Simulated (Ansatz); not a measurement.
# SbAs (model cell, started as layered BN type): the cell at rest

Wanted: the relaxed cell of SbAs (model cell, started as layered BN type).

Main program and level: Ansatz 0.2.0; DFT LDA, scalar-relativistic, plane waves, PAW.

The structure was built from a prototype and need not be the compound's stable phase.

## 1. The structure

It takes space group P6_3/mmc (No. 194, hexagonal). Conventional cell: a = 4.541 Å, b = 4.541 Å, c = 6.555 Å, α = 90.00°, β = 90.00°, γ = 120.00°. Sb has 3 As at 2.62 Å nearest. Nearest to As lie 3 Sb at 2.62 Å. Farther neighbours are not listed.

As a file:

```cif
data_structure
_symmetry_space_group_name_H-M 'P6_3/mmc'
_symmetry_Int_Tables_number 194
_cell_length_a 4.5414
_cell_length_b 4.5414
_cell_length_c 6.5550
_cell_angle_alpha 90.000
_cell_angle_beta 90.000
_cell_angle_gamma 120.000
_cell_volume 117.08
loop_
_atom_site_label
_atom_site_type_symbol
_atom_site_symmetry_multiplicity
_atom_site_Wyckoff_symbol
_atom_site_fract_x
_atom_site_fract_y
_atom_site_fract_z
_atom_site_occupancy
Sb1 Sb 2 c 0.33333 0.66667 0.25000 1
As1 As 2 d 0.66667 0.33333 0.25000 1
```

## 2. A coarse first look

A quick single point on a coarse mesh tells whether the cell has a gap and how far it is from rest, which sets the k mesh and smearing that follow.

input.yaml reads:

```yaml
crystal:
  lattice:
    - [4.54144, 0.0, 0.0]
    - [-2.27072, 3.933, 0.0]
    - [0.0, 0.0, 6.555]
  atoms:
    - { symbol: Sb, position: [0.333333, 0.666667, 0.25] }
    - { symbol: Sb, position: [0.666667, 0.333333, 0.75] }
    - { symbol: As, position: [0.666667, 0.333333, 0.25] }
    - { symbol: As, position: [0.333333, 0.666667, 0.75] }
kpoints:
  mp_grid: { grid: [6, 6, 4] }
hamiltonian:
  xc: lda
scf:
  occupations: { method: gaussian, width: 0.1 }
output:
  forces: true
  stress: true
  eigenvalues: true
```

Launch:

```bash
> ansatz run input.yaml --threads 4 --pin off --max-ram 7168MiB --backend cpu --events-out ev --progress --plain --runs-dir out
```

Numbers of over 12 decimals in the logs are rounded to 6 here.

Output:

```text
[...]
k-point 0: bands = [... 26 lower, 4.4718, 5.5054, 5.5054, 7.9857, 8.9275, 8.9275, 9.2439, 10.3249, ... 2 higher]
  k-point 1: bands = [... 26 lower, 4.5999, 5.3247, 5.3247, 7.3556, 9.0676, 9.0786, 9.0786, 10.0432, ... 2 higher]
  k-point 2: bands = [... 26 lower, 4.9369, 4.9369, 5.1503, 5.1503, 9.5016, 9.5016, 9.5016, 9.5016, ... 2 higher]
  k-point 20: bands = [... 26 lower, 6.9617, 6.9617, 7.3727, 7.3727, 9.6397, 9.6397, 9.9286, 9.9286, ... 2 higher]
[key lines of the parts left out:]
SCF converged after 7 iterations
Free energy (F): -22217.260289 eV
Fermi energy:    8.191193 eV
P = ⅓ Tr σ = 3.0190 GPa (30.190 kbar)
```

Elapsed: 0.77 s, on 4 threads of Intel Xeon 6975P-C (Granite Rapids), shared host; peak memory 0.51 GiB.

Numbers from this step:

* pressure: 3.019 GPa
* volume per atom: 29.27 Å³
* gap on the k-mesh: 0 eV

The coarse mesh shows no gap and a pressure of 3.0 GPa.

## 3. Relaxation

The cell and atoms are relaxed, since residual forces and stress would shift the frequencies.

Edit input.yaml of step 2 so:

```diff
@@ -11,3 +11,3 @@
 kpoints:
-  mp_grid: { grid: [6, 6, 4] }
+  mp_grid: { grid: [12, 12, 6] }
 hamiltonian:
@@ -20 +20,6 @@
   eigenvalues: true
+relax:
+  adjacent_minimum: "off"
+  f_tol: 0.005
+  max_steps: 80
+  cell: { stress_tol: 0.05 }
```

Output:

```text
[...]
Crystal: 4 atoms, lattice volume = 117.082 Å³
Basis set: ecut = 420 eV, 2307 PW (Γ)
Bands: 36, of which v1, the nominal top of the filled ones, is band 30 counted from 1 (29 counted from 0)
Symmetry: 24 space group operations
[...]
k-points: 76 of 864
[...]
SCF iter   1: F=—  HF=-22217.346258 eV  |F-HF|=—  |Δ(HF+E_count)|=         —  Δρ=5.89e-3  dr2=3.21e-2  ethr=1.77e-3  ⟨swp⟩=6.4  Hψ=11441  notcnv=0
[...]
SCF iter   6: F=-22217.332000 eV  HF=-22217.332000 eV  |F-HF|=1.06e-8  |Δ(HF+E_count)|=   5.37e-7  Δρ=3.83e-6  dr2=1.86e-8  ethr=1.67e-10  ⟨swp⟩=9.2  Hψ=12921  notcnv=0
SCF 1 converged in 6 iterations: F = -22217.332000 eV  dr2 = 1.86e-8
[...]
relax step   1: F+E_penalty+E_count = -22217.33200020 eV  Δ(F+E_penalty+E_count) = +0.000e0 eV  max|allowed force component| = 4.464e-16 eV/Å  Δτ_max = 0.0000 Å  P = +2.626 GPa  Ω = 117.082 Å³  (6 SCF iters, dr2 threshold 1.00e-7 eV, accepted)
Crystal: 4 atoms, lattice volume = 118.458 Å³
Basis set: ecut = 420 eV, 2283 PW (Γ)
[...]
iter 1 solved again at ethr=9.31e-6 eV; its pass at ethr=3.10e-3 eV (dr2=5.58e-3 eV) is discarded
[...]
SCF iter   6: F=-22217.852547 eV  HF=-22217.852547 eV  |F-HF|=3.30e-8  |Δ(HF+E_count)|=   5.09e-7  Δρ=2.46e-6  dr2=1.15e-8  ethr=5.48e-10  ⟨swp⟩=5.9  Hψ=12937  notcnv=0
SCF 2 converged in 6 iterations: F = -22217.852547 eV  dr2 = 1.15e-8
relax step   2: F+E_penalty+E_count = -22217.85254728 eV  Δ(F+E_penalty+E_count) = -5.205e-1 eV  max|allowed force component| = 3.724e-16 eV/Å  Δτ_max = 0.0000 Å  P = +0.116 GPa  Ω = 118.458 Å³  energy of the carried Pulay correction = -2.822e-4 eV  (6 SCF iters, dr2 threshold 4.00e-7 eV, accepted)
Crystal: 4 atoms, lattice volume = 115.229 Å³
Basis set: ecut = 420 eV, 2233 PW (Γ)
[...]
SCF iter   6: F=-22218.038759 eV  HF=-22218.038759 eV  |F-HF|=1.60e-9  |Δ(HF+E_count)|=   2.13e-7  Δρ=1.83e-6  dr2=6.35e-9  ethr=2.42e-10  ⟨swp⟩=5.1  Hψ=11605  notcnv=0
SCF 3 converged in 6 iterations: F = -22218.038759 eV  dr2 = 6.35e-9
relax step   3: F+E_penalty+E_count = -22218.03875923 eV  Δ(F+E_penalty+E_count) = -1.862e-1 eV  max|allowed force component| = 2.035e-16 eV/Å  Δτ_max = 0.0000 Å  P = +0.677 GPa  Ω = 115.229 Å³  energy of the carried Pulay correction = +3.896e-4 eV  (6 SCF iters, dr2 threshold 4.00e-7 eV, accepted)
[...]
relax step   4: F+E_penalty+E_count = -22218.05049889 eV  Δ(F+E_penalty+E_count) = -1.174e-2 eV  max|allowed force component| = 1.272e-16 eV/Å  Δτ_max = 0.0000 Å  P = -1.244 GPa  Ω = 118.690 Å³  energy of the carried Pulay correction = -3.274e-4 eV  (6 SCF iters, dr2 threshold 4.00e-7 eV, accepted)
[...]
relax step   5: F+E_penalty+E_count = -22218.08709737 eV  Δ(F+E_penalty+E_count) = -3.660e-2 eV  max|allowed force component| = 8.882e-16 eV/Å  Δτ_max = 0.0000 Å  P = -0.115 GPa  Ω = 116.134 Å³  energy of the carried Pulay correction = +2.004e-4 eV  (5 SCF iters, dr2 threshold 4.00e-7 eV, accepted)
[...]
relax step   6: F+E_penalty+E_count = -22218.08776478 eV  Δ(F+E_penalty+E_count) = -6.674e-4 eV  max|allowed force component| = 9.414e-16 eV/Å  Δτ_max = 0.0000 Å  P = +0.156 GPa  Ω = 115.519 Å³  energy of the carried Pulay correction = +3.292e-4 eV  (3 SCF iters, dr2 threshold 4.00e-7 eV, accepted)
[...]
relax step   7: F+E_penalty+E_count = -22218.08788538 eV  Δ(F+E_penalty+E_count) = -1.206e-4 eV  max|allowed force component| = 6.476e-16 eV/Å  Δτ_max = 0.0000 Å  P = +0.000 GPa  Ω = 115.853 Å³  energy of the carried Pulay correction = +2.593e-4 eV  (3 SCF iters, dr2 threshold 1.45e-7 eV, accepted)
[...]
SCF iter   6: F=-22218.088403 eV  HF=-22218.088403 eV  |F-HF|=3.64e-12  |Δ(HF+E_count)|=  1.49e-10  Δρ=3.20e-8  dr2=1.17e-12  ethr=1.00e-12  ⟨swp⟩=5.1  Hψ=10612  notcnv=0
SCF 8 converged in 6 iterations: F = -22218.088403 eV  dr2 = 1.17e-12
relax step   8: F+E_penalty+E_count = -22218.08840333 eV  Δ(F+E_penalty+E_count) = -5.179e-4 eV  max|allowed force component| = 3.493e-16 eV/Å  Δτ_max = 0.0000 Å  P = -0.001 GPa  Ω = 115.853 Å³  stress off target by 1.72e-2 GPa  SCF on the basis re-selected at this cell (its energy is not comparable with the rows above)  (6 SCF iters)
basis re-selected at this cell: Δ(F+E_penalty+E_count) = -5.179e-4 eV, ΔP = -0.002 GPa vs the last step (what re-selecting the basis moved, of the pressure what is left beyond the Pulay correction that the steps carried, after the strain that the cell walked since its last selection, with what the two solves' SCF thresholds leave and, on support functions, any second-order correction that the steps lacked; it is no measure of the basis error at this ecutwfc). The dense FFT grid was sized anew with the basis: this SCF ran on 36×36×40 points, the steps before it on 32×32×45, so part of this shift can come from that change (see relax.cell in the input reference). [rest of the remark cut]
SCF converged after 6 iterations
Free energy (F): -22218.088403 eV
[...]
Internal energy: -22218.080477 eV  (E = F + TS)
E sigma→0 (E₀):  -22218.084440 eV
Entropy (-TS):   -0.007926 eV (-1.982 meV/atom)
Fermi energy:    8.552724 eV
[...]
--- Stress (GPa, compression-positive) ---
        0.006612       0.000000      -0.000000
        0.000000       0.006612      -0.000000
       -0.000000      -0.000000      -0.017242
  P = ⅓ Tr σ = -0.0013 GPa (-0.013 kbar)
--- Band table (eV; the first three rows and the last of 76) ---
  k-point 0: bands = [... 26 lower, 4.2984, 6.4271, 6.4483, 6.4483, 8.3806, 8.3806, 10.9009, 10.9009, ... 2 higher]
  k-point 1: bands = [... 26 lower, 4.4039, 6.2406, 6.2406, 7.1728, 8.4786, 8.4786, 10.5986, 10.5986, ... 2 higher]
  k-point 2: bands = [... 26 lower, 4.7104, 5.7439, 5.7439, 8.5236, 8.7880, 8.7880, 9.0162, 9.9547, ... 2 higher]
  k-point 75: bands = [... 26 lower, 7.5610, 7.5610, 8.2622, 8.2622, 9.1024, 9.1024, 9.2584, 9.2584, ... 2 higher]
--- Relaxed structure (7 steps of the walk, 7 accepted, 1 SCFs on fresh bases) ---
  F+E_penalty+E_count = -22218.08840333 eV   max|allowed force component| = 3.493e-16 eV/Å   (the final SCF, on the basis selected at the relaxed cell)
  cell:  # Å, volume = 115.8525 Å³
    - [4.813207, 0, 0.0]
    - [-2.406604, 4.168360, 0.0]
    - [0.0, 0.0, 5.774386]
  atoms:
    - { symbol: Sb, position: [0.333333, 0.666667, 0.25] }
    - { symbol: Sb, position: [0.666667, 0.333333, 0.750000] }
    - { symbol: As, position: [0.666667, 0.333333, 0.25] }
    - { symbol: As, position: [0.333333, 0.666667, 0.750000] }
```

Wall time 18 s (4 threads); peak memory 0.67 GiB; 67 s of CPU time.

Relaxation path:

| step | energy less that of the first step (eV) | largest force component (eV/Å) | pressure (GPa) | volume (Å³) |
| --- | --- | --- | --- | --- |
| 1 | 0.0000 | 0.0000 | 2.63 | 117.08 |
| 2 | -0.5205 | 0.0000 | 0.12 | 118.46 |
| 3 | -0.7068 | 0.0000 | 0.68 | 115.23 |
| 4 | -0.7185 | 0.0000 | -1.24 | 118.69 |
| 5 | -0.7551 | 0.0000 | -0.11 | 116.13 |
| 6 | -0.7558 | 0.0000 | 0.16 | 115.52 |
| 7 | -0.7559 | 0.0000 | 0.00 | 115.85 |
| 8* | -0.7564 | 0.0000 | 0.00 | 115.85 |

Relaxation steps marked * repeat the geometry before them on a plane-wave basis chosen anew for their cell, so energy and pressure can jump there.

Forces are held to the 24 operations that the run works with; a distortion that breaks them can't arise in this run.

| conventional cell, symmetrised | before | after | change |
| --- | --- | --- | --- |
| a (Å) | 4.541 | 4.813 | +6.0 % |
| b (Å) | 4.541 | 4.813 | +6.0 % |
| c (Å) | 6.555 | 5.774 | -11.9 % |
| volume (Å³/atom) | 29.27 | 28.96 | -1.1 % |

The relaxed structure:

```xyz
4
Lattice="4.8132 0.0000 0.0000 -2.4066 4.1684 0.0000 0.0000 0.0000 5.7744" Properties=species:S:1:pos:R:3 pbc="T T T"
Sb    0.0000    2.7789    1.4436
Sb    2.4066    1.3895    4.3308
As    2.4066    1.3895    1.4436
As    0.0000    2.7789    4.3308
```

Numbers from this step:

```yaml
pressure: -0.001339 GPa
volume_per_atom: 28.96 Å³
```

In this step the volume went from 29.27 to 28.96 Å³/atom.

## 4. Relaxing to small forces for the phonons

Phonons need a cell at rest on their own settings, so the relaxation is repeated with tight tolerances on forces and stress on the k mesh and occupations of the first response run.

input.yaml reads:

```yaml
crystal:
  lattice:
    - [4.81320723, 0.0, 0.0]
    - [-2.406603615, 4.1683597348, 0.0]
    - [0.0, 0.0, 5.7743862797]
  atoms:
    - { symbol: Sb, position: [0.3333333333, 0.6666666667, 0.25] }
    - { symbol: Sb, position: [0.6666666667, 0.3333333333, 0.75] }
    - { symbol: As, position: [0.6666666667, 0.3333333333, 0.25] }
    - { symbol: As, position: [0.3333333333, 0.6666666667, 0.75] }
kpoints:
  mp_grid: { grid: [12, 12, 6] }
hamiltonian:
  xc: lda
scf:
  occupations: { method: methfessel_paxton, width: 0.2 }
output:
  forces: true
  stress: true
  eigenvalues: true
relax:
  adjacent_minimum: "off"
  f_tol: 0.001
  max_steps: 60
  cell: { stress_tol: 0.01 }
```

Output:

```text
[...]
Crystal: 4 atoms, lattice volume = 115.853 Å³
Basis set: ecut = 420 eV, 2227 PW (Γ)
Bands: 36, of which v1, the nominal top of the filled ones, is band 30 counted from 1 (29 counted from 0)
Symmetry: 24 space group operations
[...]
k-points: 76 of 864
[...]
--- Relaxed structure (3 steps of the walk, 3 accepted, 1 SCFs on fresh bases) ---
[...]
cell:  # Å, volume = 115.8826 Å³
    - [4.814304, 0.0, 0.0]
    - [-2.407152, 4.169309, 0.0]
    - [0.0, 0.0, 5.773255]
  atoms:
    - { symbol: Sb, position: [0.333333, 0.666667, 0.250000] }
    - { symbol: Sb, position: [0.666667, 0.333333, 0.750000] }
    - { symbol: As, position: [0.666667, 0.333333, 0.250000] }
    - { symbol: As, position: [0.333333, 0.666667, 0.750000] }
[key lines of the parts left out:]
SCF converged after 6 iterations
Free energy (F): -22218.081811 eV
Fermi energy:    8.552493 eV
P = ⅓ Tr σ = -0.0000 GPa (-0.000 kbar)
```

Run time: 7.8 s. Hardware: 4 threads; peak memory 0.63 GiB; 29 s of CPU time.

Little changed from the start: no atom moved by 0.005 Å and no cell edge by 0.1 %.

This step gave:

```yaml
pressure: -1.43e-5 GPa
volume_per_atom: 28.97 Å³
```

The forces vanish by symmetry and the pressure is 0.000 GPa, within the tolerances set. The cell now holds 28.97 Å³/atom.

## 5. Outcome

```yaml
space_group_after_relaxation_within_0p01_a: P6_3/mmc
lattice_constant_a: 4.814 Å
lattice_constant_b: 4.814 Å
lattice_constant_c: 5.773 Å
volume_per_atom: 29.0 Å³
```

**Reading.** The forces vanish by symmetry and the pressure is 0.000 GPa, within the tolerances set. The cell now holds 28.97 Å³/atom. The relaxation keeps the symmetry of its start, so it says nothing on stability against lower symmetry. Spin-orbit coupling is left out, which can matter for the heavy elements here. The starting cell was built on a prototype and not taken from a measurement, so the phase need not exist.

[Logs are printed without paths, hosts, clocks, repeated set-up lines and the standing remarks that a program may print on its own settings, such as how far it seeks lower states.]

[Hosts, paths, dates, database ids (printed as entryN), source tags and the programs' standing remarks are cut or masked in the printed files.]
